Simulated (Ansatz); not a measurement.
## One crystal, many levels of theory: Bi3O4Cl (C2/c)

Aim: the gap of Bi3O4Cl (C2/c) at several levels of theory on one structure, with the time that each takes.

Main program and level: Ansatz 0.2.0; density functionals, hybrids and G0W0, plane waves, PAW.

This is a report of a sequence of runs, with most program output left out.

**1. The structure**

The structure is monoclinic, space group C2/c (No. 15). Conventional cell: a = 19.281 Å, b = 5.648 Å, c = 5.695 Å, α = 90.00°, β = 105.65°, γ = 90.00°. Nearest to Bi lie 4 O at 2.19 to 2.37 Å. Nearest to Bi lie 3 O at 2.10 to 2.13 Å and 1 Cl at 3.22 Å. Nearest to Cl lie 4 Bi at 3.22 to 3.31 Å. O has 2 Bi at 2.10 to 2.13 Å nearest. Nearest to O lie 3 Bi at 2.10 to 2.37 Å. Farther neighbours and most contacts between anions are not listed.

The cell and positions come from the Crystallography Open Database and are kept as given unless a step says otherwise. Spin-orbit coupling is left out unless a step names it. The default PAW set here is soft_2. Its files were made with PBE.

**2. LDA on the 4×4×4 mesh**

Levels along a band path and on the mesh show where this functional puts the band edges.

This step: DFT, LDA, plane waves, PAW.

Input file input.yaml:

```yaml
crystal:
  lattice:
    - [9.6406818171, -2.8238, 0.0]
    - [9.6406818171, 2.8238, 0.0]
    - [-1.5365156966, 0.0, 5.484222887]
  atoms:
    - { symbol: Bi, position: [0.2925, 0.7075, 0.75] }
    - { symbol: Bi, position: [0.7075, 0.2925, 0.25] }
    - { symbol: Bi, position: [0.93879, 0.35443, 0.9332] }
    - { symbol: Bi, position: [0.64557, 0.06121, 0.5668] }
    - { symbol: Bi, position: [0.06121, 0.64557, 0.0668] }
    - { symbol: Bi, position: [0.35443, 0.93879, 0.4332] }
    - { symbol: Cl, position: [0.0, 0.5, 0.5] }
    - { symbol: Cl, position: [0.5, 0.0, 0.0] }
    - { symbol: O, position: [0.055, 0.1312, 0.6074] }
    - { symbol: O, position: [0.8688, 0.945, 0.8926] }
    - { symbol: O, position: [0.945, 0.8688, 0.3926] }
    - { symbol: O, position: [0.1312, 0.055, 0.1074] }
    - { symbol: O, position: [0.4988, 0.6314, 0.4794] }
    - { symbol: O, position: [0.3686, 0.5012, 0.0206] }
    - { symbol: O, position: [0.5012, 0.3686, 0.5206] }
    - { symbol: O, position: [0.6314, 0.4988, 0.9794] }
kpoints:
  mp_grid: { grid: [4, 4, 4] }
  band_path:
    path:
      - [[0.0, 0.0, 0.0], [-0.27313186, 0.27313186, 0.0]]
      - [[-0.72686814, -0.27313186, 0.0], [-0.5, -0.5, 0.0], [0.0, 0.0, 0.0], [-0.5, -0.5, 0.5], [-0.74799509, -0.25200491, 0.5]]
      - [[-0.25200491, 0.25200491, 0.5], [0.0, 0.0, 0.5], [0.0, 0.0, 0.0]]
      - [[-0.5, 0.0, 0.5], [0.0, 0.0, 0.0], [-0.5, 0.0, 0.0]]
    npoints: 10
hamiltonian:
  xc: lda
scf:
  occupations: { method: fermi_dirac, width: 0.02 }
  n_extra_bands: 9
output:
  eigenvalues: true
  forces: true
  stress: true
  write_density: true
  write_potential: true
  elf: true
  volumetric_format: npy
```

Launch:

```bash
> ansatz run input.yaml --threads 3 --pin off --max-ram 92160MiB --backend cuda --events-out ev --progress --plain --runs-dir out --devices 1 --max-vram 13GiB
```

It took 10 s on 1 × NVIDIA H100 80GB HBM3 (shared by 6 runs) with 3 threads of AMD EPYC 7R13 (Zen 3), shared host; peak memory 1.2 GiB; 16 s of CPU time.

This step gave:

- pressure: -2.378 GPa
- filled bands: 76
- gap: 2.476 eV
- valence top at: V_2
- conduction bottom at: Y_2
- least direct gap: 2.513 eV

Over mesh and path the gap is 2.476 eV, from k = (-0.500, 0.000, 0.000) to k = (-0.500, -0.500, 0.000). The least direct gap found is 2.513 eV, at k = (-0.500, -0.500, 0.000).

**3. LDA+SOC on the 4×4×4 mesh**

This run has two-component orbitals with spin-orbit coupling.

This step: DFT, LDA with spin-orbit coupling, plane waves, PAW.

input.yaml, the sections that differ from step 2:

```yaml
kpoints:
  mp_grid: { grid: [4, 4, 4] }
  band_path:
    path:
      - [0.0, 0.0, 0.0]
      - [-0.27313186, 0.27313186, 0.0]
      - [-0.72686814, -0.27313186, 0.0]
      - [-0.5, -0.5, 0.0]
      - [-0.5, -0.5, 0.5]
      - [-0.74799509, -0.25200491, 0.5]
      - [-0.25200491, 0.25200491, 0.5]
      - [0.0, 0.0, 0.5]
      - [-0.5, 0.0, 0.0]
    npoints: 1
scf:
  occupations: { method: fixed }
  n_extra_bands: 18
magnetization:
  noncollinear: true
  spin_orbit: true
output:
  eigenvalues: true
  forces: true
  stress: true
# crystal, hamiltonian: as in step 2
```

Elapsed: 15 s, on 1 × NVIDIA H100 80GB HBM3 (shared by 6 runs) with 3 threads; peak memory 1.4 GiB.

This step gave:

```yaml
pressure: -2.138 GPa
gap: 2.253 eV
valence_top_at: k = (-0.500, 0.000, 0.000)
conduction_bottom_at: Y_2
least_direct_gap: 2.281 eV
```

Over mesh and listed points the gap is 2.253 eV, from k = (-0.500, 0.000, 0.000) to k = (-0.500, -0.500, 0.000). The least direct gap found is 2.281 eV, at k = (-0.500, -0.500, 0.000). LDA+SOC against LDA: 2.253 − 2.476 = −0.223 eV, with the same mesh, set of files (read in its fully relativistic form for the spin-orbit run) and cutoff, and both edges at the same k points. The spin-orbit run sees mesh and listed points alone, so its gap is an upper bound: the coupling can move an edge off these points, and the change over the zone, its sign included where it is small, is not known.

**4. r2SCAN on the 4×4×4 mesh**

r2SCAN is a meta-GGA: it depends on the kinetic-energy density as well as on the density and its gradient.

This step: DFT, r2SCAN, plane waves, PAW.

Changes to input.yaml since step 3:

```diff
@@ -37,9 +37,6 @@
 hamiltonian:
-  xc: lda
+  xc: r2scan
 scf:
   occupations: { method: fixed }
-  n_extra_bands: 18
-magnetization:
-  noncollinear: true
-  spin_orbit: true
+  n_extra_bands: 9
 output:
```

It took 24 s on 1 × NVIDIA H100 80GB HBM3 (shared by 6 runs) with 3 threads; peak memory 1.7 GiB; 44 s of CPU time.

This step gave:

```
pressure             : 1.186 GPa
gap                  : 3.026 eV
valence top at       : k = (-0.500, 0.000, 0.000)
conduction bottom at : Y_2
least direct gap     : 3.071 eV
```

Over mesh and listed points the gap is 3.026 eV, from k = (-0.500, 0.000, 0.000) to k = (-0.500, -0.500, 0.000). The least direct gap found is 3.071 eV, at k = (-0.500, -0.500, 0.000). r2SCAN against LDA: 3.026 − 2.476 = +0.550 eV. The runs also differ in plane-wave cutoff (420 eV and 500 eV), so how much of this comes from the functional alone is not known.

**5. HSE06 on the 4×4×4 mesh**

HSE06 mixes in a quarter of exact exchange at short range.

This step: DFT, HSE06, plane waves, PAW.

Changes to input.yaml since step 4:

```diff
@@ -37,3 +37,3 @@
 hamiltonian:
-  xc: r2scan
+  xc: hse06
 scf:
@@ -43,3 +43 @@
   eigenvalues: true
-  forces: true
-  stress: true
```

Elapsed: 3.4 min, on 1 × NVIDIA H100 80GB HBM3 (shared by 6 runs) with 3 threads; peak memory 2.9 GiB; 6.6 min of CPU time.

This step gave:

```
gap                     : 3.620 eV
valence top at          : Y_2
conduction bottom at    : Y_2
least direct gap        : 3.620 eV
exact-exchange fraction : 0.25
```

Over mesh and listed points the gap is 3.620 eV, direct, at k = (-0.500, -0.500, 0.000). HSE06 against LDA: 3.620 − 2.476 = +1.144 eV. Mesh, set of files and cutoff are the same, but the valence top lies at another k point, so this need not be the shift of one pair of states.

**6. G0W0@LDA, 4×4×4 mesh, 1005 empty bands, screening to 130 eV**

G0W0 replaces the xc potential by a self-energy built once from the orbitals of the start. Levels are corrected in the window of bands that the input names, at points of the mesh.

This step: G0W0 on LDA, plane waves, PAW.

Changes to input.yaml since step 5:

```diff
@@ -24,20 +24,11 @@
   mp_grid: { grid: [4, 4, 4] }
-  band_path:
-    path:
-      - [0.0, 0.0, 0.0]
-      - [-0.27313186, 0.27313186, 0.0]
-      - [-0.72686814, -0.27313186, 0.0]
-      - [-0.5, -0.5, 0.0]
-      - [-0.5, -0.5, 0.5]
-      - [-0.74799509, -0.25200491, 0.5]
-      - [-0.25200491, 0.25200491, 0.5]
-      - [0.0, 0.0, 0.5]
-      - [-0.5, 0.0, 0.0]
-    npoints: 1
 hamiltonian:
-  xc: hse06
+  xc: lda
 scf:
   occupations: { method: fixed }
-  n_extra_bands: 9
-output:
-  eigenvalues: true
+gw:
+  n_empty_bands: 1005
+  ecut_chi: 130.0
+  qp_bands: [v4, c4]
+  qp_kpoints: band_edges
+  screening: { model: contour_deformation }
```

Elapsed: 11 min, on 1 × NVIDIA H100 80GB HBM3 (shared by 6 runs) with 3 threads; peak memory 8 GiB.

Numbers from this step:

- bands summed: 1081
- RPA ε∞ on this mesh (eigenvalues): 5.325, 5.350, 5.527
- plane waves in the screening matrix: 1013
- G0W0 gap over the corrected points: 3.459 eV
- k of the valence top: 0, -0.5, 0
- k of the conduction bottom: -0.5, -0.5, 0
- starting gap on the mesh: 2.476 eV
- Z at the valence top: 0.7471
- Z at the conduction bottom: 0.8133
- least direct G0W0 gap over the corrected points: 3.525 eV

Over all 24 irreducible mesh points the G0W0 gap is 3.459 eV, from k = (0.000, -0.500, 0.000) to k = (-0.500, -0.500, 0.000). The LDA gap of this run on the mesh is 2.476 eV. The two states that bound the G0W0 gap lie that far apart at the start, so the correction of the gap is 3.459 − 2.476 = +0.983 eV.

**7. All levels together**

Each gap is the least one over the points named; times are wall times on shared hosts, not benchmarks. A G0W0 time includes the run's own self-consistent start. Runs with listed points see these and the mesh alone, so an edge that moves elsewhere is missed. Rows marked * are further runs, not shown as steps, whose inputs differ from the G0W0 step on the same start in the columns given; solver thresholds can differ too. Symmetry makes (-0.500, 0.000, 0.000) and (0.000, -0.500, 0.000) one point.

```
    level   mesh       files, cutoff  bands summed, screening                          points  gap (eV)              valence top        conduction bottom  least direct gap (eV)     time
      LDA  4×4×4  soft_2 PAW, 420 eV                        -                   mesh and path     2.476   (-0.500, 0.000, 0.000)  (-0.500, -0.500, 0.000)                  2.513     10 s
  LDA+SOC  4×4×4  soft_2 PAW, 420 eV                        -          mesh and listed points     2.253   (-0.500, 0.000, 0.000)  (-0.500, -0.500, 0.000)                  2.281     15 s
   r2SCAN  4×4×4  soft_2 PAW, 500 eV                        -          mesh and listed points     3.026   (-0.500, 0.000, 0.000)  (-0.500, -0.500, 0.000)                  3.071     24 s
    HSE06  4×4×4  soft_2 PAW, 420 eV                        -          mesh and listed points     3.620  (-0.500, -0.500, 0.000)  (-0.500, -0.500, 0.000)                  3.620  3.4 min
G0W0@LDA*  4×4×4  soft_2 PAW, 420 eV               241, 39 eV  all 24 irreducible mesh points     3.380   (0.000, -0.500, 0.000)  (-0.500, -0.500, 0.000)                  3.407  1.9 min
G0W0@LDA*  4×4×4  soft_2 PAW, 420 eV               543, 78 eV  all 24 irreducible mesh points     3.339   (0.000, -0.500, 0.000)  (-0.500, -0.500, 0.000)                  3.401  3.4 min
 G0W0@LDA  4×4×4  soft_2 PAW, 420 eV             1081, 130 eV  all 24 irreducible mesh points     3.459   (0.000, -0.500, 0.000)  (-0.500, -0.500, 0.000)                  3.525   11 min
G0W0@LDA*  2×2×2  soft_2 PAW, 420 eV               543, 78 eV   all 6 irreducible mesh points     3.327   (0.000, -0.500, 0.000)  (-0.500, -0.500, 0.000)                  3.380     18 s
```

**8. What came out**

```yaml
lda_over_mesh_and_path: 2.476 eV
lda_soc_over_mesh_and_listed_points: 2.253 eV
r2scan_over_mesh_and_listed_points: 3.026 eV
hse06_over_mesh_and_listed_points: 3.620 eV
g0w0_lda_1081_bands_4x4x4_over_all_24_irreducible_mesh_points: 3.459 eV
known_limits: finite bands, screening cutoff and k mesh; no spin-orbit coupling in G0W0; screening cutoff under 40 eV in some runs
```

In words: The rows run from 2.253 eV (LDA+SOC) to 3.620 eV (HSE06). They differ in mesh, plane-wave cutoff, bands and screening cutoff of G0W0 and the points over which the gap was sought as well as in level, so only pairs that share these are like for like. LDA+SOC against LDA: 2.253 − 2.476 = −0.223 eV, with the same mesh, set of files (read in its fully relativistic form for the spin-orbit run) and cutoff, and both edges at the same k points. The spin-orbit run sees mesh and listed points alone, so its gap is an upper bound: the coupling can move an edge off these points, and the change over the zone, its sign included where it is small, is not known. G0W0@LDA (1081 bands, 4×4×4) moves the gap of its own start on the mesh by 3.459 − 2.476 = +0.983 eV, between the same two levels. Both edges that LDA shows over mesh and path lie at k points where levels were corrected. Levels at other points were not corrected, so a lower G0W0 gap elsewhere in the zone is not ruled out. What spin-orbit coupling does to the G0W0 levels was not computed, so no sum with the G0W0 gap is formed. For G0W0@LDA: from 241 bands and 39 eV to 1081 bands and 130 eV the gap moves by 3.459 − 3.380 = +0.079 eV (rung by rung 3.380, 3.339, 3.459 eV); bands and screening cutoff rise together, so their parts are not told apart. The gap turns back along the series (3.380, 3.339, 3.459 eV), so no line is drawn and the limit is not known. With the 2×2×2 mesh in place of the 4×4×4 mesh and all else as in the G0W0@LDA row with 543 bands, the gap differs by 3.327 − 3.339 = −0.012 eV, and that of the start by 2.480 − 2.476 = +0.004 eV. The G0W0 runs are scalar-relativistic. G0W0 is shown with one set of atomic data (soft_2 PAW), so the error from the files is not known here. A screening cutoff under 40 eV is crude: G0W0@LDA with 241 bands at 39 eV.

[Paths, hosts, dates, memory and timing lines, banners, echoed tables and standing remarks are left out of the program output.]

[Logs are printed without paths, hosts, clocks, repeated set-up lines and the standing remarks that a program may print on its own settings, such as how far it seeks lower states.]

[Runs of the session that timed out or met a known fault of the program may be left out.]

[Cells called generated may have been cut or substituted from an entry of the Crystallography Open Database or the Materials Project.]

[Hosts, paths, dates, database ids (printed as entryN), source tags and the programs' standing remarks are cut or masked in the printed files.]

[Where an RPA ε∞ is given, it is that of the G0W0 mesh and is not shown converged in it. Names of k-points follow the symmetry that the program found, which can be lower than the space group named. Band edges on a path are those of the sampled points; other points can move an edge, and change direct to indirect where valleys lie close.]

[Hybrid gaps are those of their k-mesh and are not shown converged in it.]
